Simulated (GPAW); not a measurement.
## A W chain with one N atom in line: relaxation, then transmission at several levels

Aim: the conductance of a W chain with one N atom in line after relaxation, and whether geometry, basis or functional moves it most.

Program: GPAW 26.7.0. Level of theory: GPAW LCAO, PAW setups; relaxation of the junction within the symmetry of its start, lead ends held, in the first sound run; inputs show where later runs differ. Results are calculated unless marked as measured.

### Step 1. The structure

The cell holds 17 atoms: 16 W and 1 N. Its edges and angles: a = 9.000 Å, b = 9.000 Å, c = 37.198 Å, α = 90.0°, β = 90.0°, γ = 90.0°. Regions: left lead, 8 atoms (8 W); channel, 1 atom (1 N); right lead, 8 atoms (8 W). Vacuum lies along a and b. The structure is stacked along c, and the current runs across the ab planes.

### Step 2. Relaxing the atoms

Transmission follows bond lengths closely, so the atoms between the held lead ends are relaxed first, within whatever symmetry the start has.

run.py

```python
import json
from ase import Atoms
from ase.constraints import FixAtoms
from ase.optimize import BFGS
from gpaw import GPAW, FermiDirac

device = Atoms(
    ['W', 'W', 'W', 'W', 'W', 'W', 'W', 'W', 'N', 'W', 'W', 'W', 'W', 'W', 'W', 'W', 'W'],
    positions=[
        [4.50000, 4.50000, 1.12500],
        [4.50000, 4.50000, 3.37500],
        [4.50000, 4.50000, 5.62500],
        [4.50000, 4.50000, 7.87500],
        [4.50000, 4.50000, 10.12500],
        [4.50000, 4.50000, 12.37500],
        [4.50000, 4.50000, 14.62500],
        [4.50000, 4.50000, 16.87500],
        [4.50000, 4.50000, 18.59880],
        [4.50000, 4.50000, 20.32260],
        [4.50000, 4.50000, 22.57260],
        [4.50000, 4.50000, 24.82260],
        [4.50000, 4.50000, 27.07260],
        [4.50000, 4.50000, 29.32260],
        [4.50000, 4.50000, 31.57260],
        [4.50000, 4.50000, 33.82260],
        [4.50000, 4.50000, 36.07260]],
    cell=[[9.0, 0.0, 0.0], [0.0, 9.0, 0.0], [0.0, 0.0, 37.1976]],
    pbc=True)

device.set_constraint(FixAtoms([0, 1, 2, 3, 4, 5, 6, 10, 11, 12, 13, 14, 15, 16]))
device.calc = GPAW(mode='lcao', basis='dzp', xc='PBE', h=0.18,
                   kpts={'size': (1, 1, 2), 'gamma': True},
                   symmetry={'tolerance': 1e-3, 'extra_ids': [1, 1, 1, 1, 1, 1, 1, 0, 0, 0, 1, 1, 1, 1, 1, 1, 1]},
                   occupations=FermiDirac(0.1), maxiter=250,
                   mixer=dict(beta=0.1, nmaxold=8, weight=100.0),
                   convergence=dict(density=0.0001), txt='relax.txt')
path = []
opt = BFGS(device, maxstep=0.15)
opt.attach(lambda: path.append((device.get_potential_energy(), device.positions.tolist(), device.get_forces().tolist())))
relaxed = bool(opt.run(fmax=0.05, steps=50))
json.dump(dict(relaxed=relaxed, path=path, positions=device.positions.tolist(), moments=device.get_magnetic_moments().tolist(),
               forces=device.get_forces(apply_constraint=False).tolist()), open('result.json', 'w'))
```

On the command line:

```console
$ OMP_NUM_THREADS=1 OPENBLAS_NUM_THREADS=1 python run.py
```

Output:

```text
Step          Energy          fmax
BFGS:    0      -92.072484        5.352295
BFGS:    1      -92.542514        0.867109
BFGS:    2      -92.555864        0.042595
```

Elapsed: 7 min, on 1 thread of Arm Neoverse V2, shared host; peak memory 2 GiB.

Step by step:

| step | energy less that of the first step (eV) | largest force (eV/Å) |
| --- | --- | --- |
| 1 | 0.0000 | 5.3523 |
| 2 | -0.4865 | 0.8671 |
| 3 | -0.5024 | 0.0426 |

The atoms that moved most (Å):

| atom | dx | dy | dz | length |
| --- | --- | --- | --- | --- |
| W8 | 0.000 | 0.000 | -0.091 | 0.091 |
| W10 | 0.000 | 0.000 | 0.091 | 0.091 |

The relaxation lowered the energy of the cell by 0.502 eV (energies extrapolated to zero smearing; the optimiser's log prints free energies). The largest force left on a free atom is 0.043 eV/Å.

### Step 3. GPAW, dzp

Localised orbitals split the wire into layers that couple to their neighbours alone, which is what the Green's function method needs; double zeta with polarisation is the usual level for numbers.

This step: GPAW LCAO, PAW setups; Landauer transmission from Green's functions with principal layers (ASE), zero bias (GPAW 26.7.0).

run.py

```python
import json
import numpy as np
from ase import Atoms
from ase.transport.calculators import TransportCalculator
from gpaw import GPAW, FermiDirac
from gpaw.lcao.tools import get_lcao_hamiltonian
from scipy.linalg import eigh

# The junction with lead layers at both ends, along the third cell vector
device = Atoms(
    ['W', 'W', 'W', 'W', 'W', 'W', 'W', 'W', 'N', 'W', 'W', 'W', 'W', 'W', 'W', 'W', 'W'],
    positions=[
        [4.50000, 4.50000, 1.12500],
        [4.50000, 4.50000, 3.37500],
        [4.50000, 4.50000, 5.62500],
        [4.50000, 4.50000, 7.87500],
        [4.50000, 4.50000, 10.12500],
        [4.50000, 4.50000, 12.37500],
        [4.50000, 4.50000, 14.62500],
        [4.50000, 4.50000, 16.78376],
        [4.50000, 4.50000, 18.59880],
        [4.50000, 4.50000, 20.41384],
        [4.50000, 4.50000, 22.57260],
        [4.50000, 4.50000, 24.82260],
        [4.50000, 4.50000, 27.07260],
        [4.50000, 4.50000, 29.32260],
        [4.50000, 4.50000, 31.57260],
        [4.50000, 4.50000, 33.82260],
        [4.50000, 4.50000, 36.07260]],
    cell=[[9.0, 0.0, 0.0], [0.0, 9.0, 0.0], [0.0, 0.0, 37.1976]],
    pbc=True)

# One principal layer of the lead: the first 5 atoms of the device
lead = Atoms(
    ['W', 'W', 'W', 'W', 'W'],
    positions=[
        [4.50000, 4.50000, 1.12500],
        [4.50000, 4.50000, 3.37500],
        [4.50000, 4.50000, 5.62500],
        [4.50000, 4.50000, 7.87500],
        [4.50000, 4.50000, 10.12500]],
    cell=[[9.0, 0.0, 0.0], [0.0, 9.0, 0.0], [0.0, 0.0, 11.25]],
    pbc=True)

settings = dict(mode='lcao', basis='dzp', xc='PBE', h=0.18,
                occupations=FermiDirac(0.1), maxiter=250,
                mixer=dict(beta=0.1, nmaxold=8, weight=100.0),
                convergence=dict(density=0.0001))
energies = np.arange(-2, 2 + 1e-9, 0.025)
eta = 0.0001
n1, n2 = 1, 1
# k and -k transmit alike, so half of the mesh across the current serves
mesh = [(i, j) for i in range(n1) for j in range(n2) if (i, j) <= (-i % n1, -j % n2)]
weights = np.array([1 if (i, j) == (-i % n1, -j % n2) else 2 for i, j in mesh]) / (n1 * n2)

# [... helper functions left out ...]
fermi_lead = ground_state(lead, (1, 1, 10), 'lead.txt')
fermi_device = ground_state(device, (1, 1, 2), 'device.txt')
# [... loop over the mesh left out, but for ...]
        # Shift the lead onto the potential of the device's first layer
        shift = ((H[:, 0, 0] - H0[:, 0, 0]) / S0[0, 0]).real.mean()
# [...]
kT = 8.617333e-5 * 300
bias = [0.1, 0.2, 0.5, 1.0, 1.5, 2.0]
# [... integrals and printing left out ...]
```

Output:

```text
basis functions: device 477, principal layer 145
Fermi level: lead -2.6611 eV, device -2.7219 eV; lead shifted by -0.0147 eV
largest coupling past the next layer 7.88e-06 eV, largest misfit of the first layer 0.124 eV
  E-E_F (eV)   T (one spin)  [channel counts left out]
    -2.000    2.3266e+00
    -1.975    2.3300e+00
    -1.950    2.3329e+00
    -1.925    2.3350e+00
    -1.900    2.3362e+00
    -1.875    2.3365e+00
    -1.850    2.3358e+00
    -1.825    2.3340e+00
    -1.800    2.3314e+00
    -1.775    2.3278e+00
    -1.750    2.3227e+00
    -1.725    2.3180e+00
    -1.700    2.3126e+00
    -1.675    2.3054e+00
    -1.650    2.2980e+00
    -1.625    2.2900e+00
[...]
1.825    6.7985e-01
     1.850    6.2211e-01
     1.875    6.2143e-01
     1.900    6.2032e-01
     1.925    6.1875e-01
     1.950    6.1671e-01
     1.975    6.1417e-01
     2.000    6.1115e-01
conductance at 300 K: 1.8874 G0 a cell; thermopower 0.913 uV/K
current from the zero-bias T(E) at 0.1 V: 14.621 uA
current from the zero-bias T(E) at 0.2 V: 29.223 uA
current from the zero-bias T(E) at 0.5 V: 72.723 uA
current from the zero-bias T(E) at 1.0 V: 143.43 uA
current from the zero-bias T(E) at 1.5 V: 211.47 uA
current from the zero-bias T(E) at 2.0 V: 277.89 uA
```

It took 4.5 min on 1 thread; peak memory 2.2 GiB.

This step gave:

- conductance: 1.887 G₀
- largest coupling past the next principal layer: 7.88e-6 eV
- largest misfit of the first principal layer: 0.1242 eV
- shift that aligns the lead: -0.01469 eV
- basis functions of the junction: 477
- basis functions of a principal layer: 145
- transmission at the Fermi level (one spin): 1.888

One spin. Table of transmission, zone mean by energy, zero at the Fermi level:

| energy (eV) | transmission, zone mean |
| --- | --- |
| -2.000 | 2.33 |
| -1.900 | 2.34 |
| -1.800 | 2.33 |
| -1.700 | 2.31 |
| -1.600 | 2.28 |
| -1.500 | 2.24 |
| -1.400 | 2.19 |
| -1.300 | 2.14 |
| -1.200 | 2.08 |
| -1.100 | 2.03 |
| -1.000 | 1.98 |
| -0.900 | 1.94 |
| -0.800 | 1.90 |
| -0.700 | 1.89 |
| -0.600 | 1.89 |
| -0.500 | 1.90 |
| -0.400 | 1.90 |
| -0.300 | 1.90 |
| -0.200 | 1.91 |
| -0.100 | 1.91 |
| 0.000 | 1.89 |
| 0.100 | 1.86 |
| 0.200 | 1.83 |
| 0.300 | 1.79 |
| 0.400 | 1.74 |
| 0.500 | 1.68 |
| 0.600 | 1.63 |
| 0.700 | 1.58 |
| 0.800 | 1.53 |
| 0.900 | 1.49 |
| 1.000 | 1.45 |
| 1.100 | 1.41 |
| 1.200 | 1.38 |
| 1.300 | 1.34 |
| 1.400 | 1.30 |
| 1.500 | 1.24 |
| 1.600 | 1.11 |
| 1.700 | 1.53 |
| 1.800 | 0.668 |
| 1.900 | 0.620 |
| 2.000 | 0.611 |

Not self-consistent under bias; the bias window is split evenly. Current through one cell, from the zero-bias transmission against bias:

| bias (V) | current through one cell, from the zero-bias transmission (μA) |
| --- | --- |
| 0.100 | 14.6 |
| 0.200 | 29.2 |
| 0.500 | 72.7 |
| 1.000 | 143 |
| 1.500 | 211 |
| 2.000 | 278 |

The transmission of the three most open eigenchannels by energy, zero at the Fermi level:

| energy (eV) | channel 1 | channel 2 | channel 3 |
| --- | --- | --- | --- |
| -2.000 | 0.863 | 0.863 | 0.584 |
| -1.900 | 0.860 | 0.860 | 0.598 |
| -1.800 | 0.853 | 0.853 | 0.605 |
| -1.700 | 0.843 | 0.843 | 0.606 |
| -1.600 | 0.827 | 0.827 | 0.605 |
| -1.500 | 0.807 | 0.807 | 0.604 |
| -1.400 | 0.783 | 0.783 | 0.602 |
| -1.300 | 0.758 | 0.758 | 0.600 |
| -1.200 | 0.731 | 0.731 | 0.598 |
| -1.100 | 0.705 | 0.705 | 0.594 |
| -1.000 | 0.682 | 0.682 | 0.590 |
| -0.900 | 0.663 | 0.663 | 0.586 |
| -0.800 | 0.647 | 0.647 | 0.581 |
| -0.700 | 0.636 | 0.636 | 0.578 |
| -0.600 | 0.629 | 0.629 | 0.574 |
| -0.500 | 0.626 | 0.626 | 0.572 |
| -0.400 | 0.625 | 0.625 | 0.570 |
| -0.300 | 0.625 | 0.625 | 0.568 |
| -0.200 | 0.625 | 0.625 | 0.567 |
| -0.100 | 0.623 | 0.623 | 0.566 |
| 0.000 | 0.618 | 0.618 | 0.564 |
| 0.100 | 0.610 | 0.610 | 0.562 |
| 0.200 | 0.597 | 0.597 | 0.560 |
| 0.300 | 0.579 | 0.579 | 0.557 |
| 0.400 | 0.558 | 0.558 | 0.554 |
| 0.500 | 0.550 | 0.533 | 0.533 |
| 0.600 | 0.546 | 0.508 | 0.508 |
| 0.700 | 0.542 | 0.483 | 0.483 |
| 0.800 | 0.537 | 0.460 | 0.460 |
| 0.900 | 0.533 | 0.439 | 0.439 |
| 1.000 | 0.528 | 0.421 | 0.421 |
| 1.100 | 0.524 | 0.403 | 0.403 |
| 1.200 | 0.521 | 0.385 | 0.385 |
| 1.300 | 0.520 | 0.363 | 0.363 |
| 1.400 | 0.519 | 0.338 | 0.338 |
| 1.500 | 0.520 | 0.304 | 0.304 |
| 1.600 | 0.522 | 0.232 | 0.232 |
| 1.700 | 0.524 | 0.428 | 0.428 |
| 1.800 | 0.525 | 0.0976 | 0.0230 |
| 1.900 | 0.522 | 0.0980 | 8.7e-8 |
| 2.000 | 0.516 | 0.0954 | 8.5e-8 |

Couplings past the next layer reach 7.9e-6 eV, small enough to drop; the matrix elements of the cell's first layer differ from the bulk lead's by up to 0.12 eV. That layer keeps its own values in the calculation, and only beyond it is the lead taken as perfect. The Fermi levels of lead and junction count from different zeros of potential, one for each periodic cell; with both set to zero, the small remaining shift is what aligns them. Without spin-orbit coupling, which is large for these atoms, channel counts and T are those of the scalar-relativistic bands. By hand: G = 1.887 × 77.48 μS = 146 μS, a resistance of 6.84 kΩ; at 0.1 V a linear junction would pass 14.6 μA, and the integral over the bias window gives 14.6 μA.

### Step 4. GPAW, szp: basis = "szp(dzp)"

One radial function a shell plus polarisation makes the matrices smaller; the question is what that costs.

run.py: that of step 3 with these lines changed.

```diff
@@ -44,3 +44,3 @@
 
-settings = dict(mode='lcao', basis='dzp', xc='PBE', h=0.18,
+settings = dict(mode='lcao', basis='szp(dzp)', xc='PBE', h=0.18,
                 occupations=FermiDirac(0.1), maxiter=250,
```

Output:

```text
basis functions: device 265, principal layer 80
Fermi level: lead -2.6335 eV, device -2.7254 eV; lead shifted by -0.0233 eV
largest coupling past the next layer 7.88e-06 eV, largest misfit of the first layer 0.115 eV
  E-E_F (eV)   T (one spin)  [channel counts left out]
    -2.000    2.3209e+00
    -1.975    2.3286e+00
    -1.950    2.3349e+00
    -1.925    2.3396e+00
    -1.900    2.3428e+00
    -1.875    2.3446e+00
    -1.850    2.3449e+00
    -1.825    2.3440e+00
    -1.800    2.3419e+00
    -1.775    2.3388e+00
    -1.750    2.3347e+00
    -1.725    2.3301e+00
    -1.700    2.3245e+00
    -1.675    2.3183e+00
    -1.650    2.3114e+00
    -1.625    2.3039e+00
[...]
1.825    5.9872e-01
     1.850    5.9440e-01
     1.875    5.9327e-01
     1.900    5.9155e-01
     1.925    5.8922e-01
     1.950    5.8628e-01
     1.975    5.8275e-01
     2.000    5.7868e-01
conductance at 300 K: 1.9358 G0 a cell; thermopower 0.8889 uV/K
current from the zero-bias T(E) at 0.1 V: 14.996 uA
current from the zero-bias T(E) at 0.2 V: 29.976 uA
current from the zero-bias T(E) at 0.5 V: 74.627 uA
current from the zero-bias T(E) at 1.0 V: 147.34 uA
current from the zero-bias T(E) at 1.5 V: 217.46 uA
current from the zero-bias T(E) at 2.0 V: 285.96 uA
```

The job ended after 2.3 min (1 thread; peak memory 2.1 GiB).

Numbers from this step:

- conductance: 1.936 G₀
- largest misfit of the first principal layer: 0.1148 eV
- shift that aligns the lead: -0.02330 eV
- basis functions of the junction: 265
- basis functions of a principal layer: 80
- transmission at the Fermi level (one spin): 1.937

One spin. Table of transmission, zone mean by energy, zero at the Fermi level:

| energy (eV) | transmission, zone mean |
| --- | --- |
| -2.000 | 2.32 |
| -1.800 | 2.34 |
| -1.600 | 2.30 |
| -1.400 | 2.21 |
| -1.200 | 2.11 |
| -1.000 | 2.01 |
| -0.800 | 1.94 |
| -0.600 | 1.94 |
| -0.400 | 1.95 |
| -0.200 | 1.96 |
| 0.000 | 1.94 |
| 0.200 | 1.88 |
| 0.400 | 1.79 |
| 0.600 | 1.69 |
| 0.800 | 1.60 |
| 1.000 | 1.52 |
| 1.200 | 1.45 |
| 1.400 | 1.40 |
| 1.600 | 1.34 |
| 1.800 | 0.633 |
| 2.000 | 0.579 |

Not self-consistent under bias; the bias window is split evenly. Table of current through one cell, from the zero-bias transmission by bias:

| bias (V) | current through one cell, from the zero-bias transmission (μA) |
| --- | --- |
| 0.100 | 15.0 |
| 0.200 | 30.0 |
| 0.500 | 74.6 |
| 1.000 | 147 |
| 1.500 | 217 |
| 2.000 | 286 |

Transmission of the three most open eigenchannels against energy, zero at the Fermi level:

| energy (eV) | channel 1 | channel 2 | channel 3 |
| --- | --- | --- | --- |
| -2.000 | 0.878 | 0.878 | 0.549 |
| -1.900 | 0.875 | 0.875 | 0.575 |
| -1.800 | 0.869 | 0.869 | 0.587 |
| -1.700 | 0.858 | 0.858 | 0.590 |
| -1.600 | 0.842 | 0.842 | 0.591 |
| -1.500 | 0.823 | 0.823 | 0.592 |
| -1.400 | 0.800 | 0.800 | 0.593 |
| -1.300 | 0.776 | 0.776 | 0.592 |
| -1.200 | 0.751 | 0.751 | 0.590 |
| -1.100 | 0.727 | 0.727 | 0.587 |
| -1.000 | 0.706 | 0.706 | 0.582 |
| -0.900 | 0.688 | 0.688 | 0.578 |
| -0.800 | 0.674 | 0.674 | 0.573 |
| -0.700 | 0.665 | 0.665 | 0.569 |
| -0.600 | 0.659 | 0.659 | 0.565 |
| -0.500 | 0.657 | 0.657 | 0.562 |
| -0.400 | 0.657 | 0.657 | 0.559 |
| -0.300 | 0.659 | 0.659 | 0.557 |
| -0.200 | 0.660 | 0.660 | 0.555 |
| -0.100 | 0.659 | 0.659 | 0.554 |
| 0.000 | 0.655 | 0.655 | 0.552 |
| 0.100 | 0.647 | 0.647 | 0.551 |
| 0.200 | 0.635 | 0.635 | 0.550 |
| 0.300 | 0.618 | 0.618 | 0.548 |
| 0.400 | 0.598 | 0.598 | 0.546 |
| 0.500 | 0.575 | 0.575 | 0.544 |
| 0.600 | 0.551 | 0.551 | 0.541 |
| 0.700 | 0.537 | 0.528 | 0.528 |
| 0.800 | 0.534 | 0.506 | 0.506 |
| 0.900 | 0.530 | 0.487 | 0.487 |
| 1.000 | 0.526 | 0.469 | 0.469 |
| 1.100 | 0.523 | 0.453 | 0.453 |
| 1.200 | 0.521 | 0.436 | 0.436 |
| 1.300 | 0.521 | 0.420 | 0.420 |
| 1.400 | 0.523 | 0.405 | 0.405 |
| 1.500 | 0.528 | 0.395 | 0.395 |
| 1.600 | 0.534 | 0.360 | 0.360 |
| 1.700 | 0.539 | 0.189 | 0.189 |
| 1.800 | 0.542 | 0.0529 | 0.0189 |
| 1.900 | 0.539 | 0.0528 | 4.9e-8 |
| 2.000 | 0.528 | 0.0510 | 4.8e-8 |

The conductance, 1.94 G₀, lies 2.6 % above that of the dzp run.

### Step 5. GPAW, sz: basis = "sz(dzp)"

The minimal basis is the cheapest rung: no second zeta and no polarisation.

run.py: that of step 4 with these lines changed.

```diff
@@ -44,3 +44,3 @@
 
-settings = dict(mode='lcao', basis='szp(dzp)', xc='PBE', h=0.18,
+settings = dict(mode='lcao', basis='sz(dzp)', xc='PBE', h=0.18,
                 occupations=FermiDirac(0.1), maxiter=250,
```

Output:

```text
basis functions: device 212, principal layer 65
Fermi level: lead -2.6779 eV, device -2.7742 eV; lead shifted by -0.0321 eV
largest coupling past the next layer 7.88e-06 eV, largest misfit of the first layer 0.102 eV
  E-E_F (eV)   T (one spin)  [channel counts left out]
    -2.000    2.3033e+00
    -1.975    2.3109e+00
    -1.950    2.3170e+00
[...]
1.975    5.6082e-01
     2.000    5.5532e-01
conductance at 300 K: 1.9131 G0 a cell; thermopower 0.8531 uV/K
current from the zero-bias T(E) at 0.1 V: 14.821 uA
current from the zero-bias T(E) at 0.2 V: 29.629 uA
current from the zero-bias T(E) at 0.5 V: 73.807 uA
current from the zero-bias T(E) at 1.0 V: 145.92 uA
current from the zero-bias T(E) at 1.5 V: 215.71 uA
current from the zero-bias T(E) at 2.0 V: 283.9 uA
```

Wall time 1.7 min (1 thread); peak memory 2 GiB.

This step gave:

| Property | Result |
| --- | --- |
| conductance | 1.913 G₀ |
| largest misfit of the first principal layer | 0.1018 eV |
| shift that aligns the lead | -0.03207 eV |
| basis functions of the junction | 212 |
| basis functions of a principal layer | 65 |
| transmission at the Fermi level (one spin) | 1.914 |

One spin. The transmission, zone mean by energy, zero at the Fermi level:

| energy (eV) | transmission, zone mean |
| --- | --- |
| -2.000 | 2.30 |
| -1.900 | 2.32 |
| -1.800 | 2.32 |
| -1.700 | 2.30 |
| -1.600 | 2.27 |
| -1.500 | 2.24 |
| -1.400 | 2.19 |
| -1.300 | 2.14 |
| -1.200 | 2.09 |
| -1.100 | 2.04 |
| -1.000 | 2.00 |
| -0.900 | 1.96 |
| -0.800 | 1.93 |
| -0.700 | 1.91 |
| -0.600 | 1.92 |
| -0.500 | 1.93 |
| -0.400 | 1.93 |
| -0.300 | 1.93 |
| -0.200 | 1.94 |
| -0.100 | 1.93 |
| 0.000 | 1.91 |
| 0.100 | 1.89 |
| 0.200 | 1.86 |
| 0.300 | 1.82 |
| 0.400 | 1.78 |
| 0.500 | 1.74 |
| 0.600 | 1.69 |
| 0.700 | 1.64 |
| 0.800 | 1.60 |
| 0.900 | 1.55 |
| 1.000 | 1.51 |
| 1.100 | 1.48 |
| 1.200 | 1.44 |
| 1.300 | 1.41 |
| 1.400 | 1.39 |
| 1.500 | 1.39 |
| 1.600 | 1.40 |
| 1.700 | 1.24 |
| 1.800 | 0.603 |
| 1.900 | 0.573 |
| 2.000 | 0.555 |

The conductance, 1.91 G₀, lies 1.4 % above that of the dzp run.

(Part 1 of 2 ends here.)

[Logs are printed without paths, hosts, clocks, repeated set-up lines and the standing remarks that a program may print on its own settings, such as how far it seeks lower states.]

[Hosts, paths, dates, database ids (printed as entryN), source tags and the programs' standing remarks are cut or masked in the printed files.]
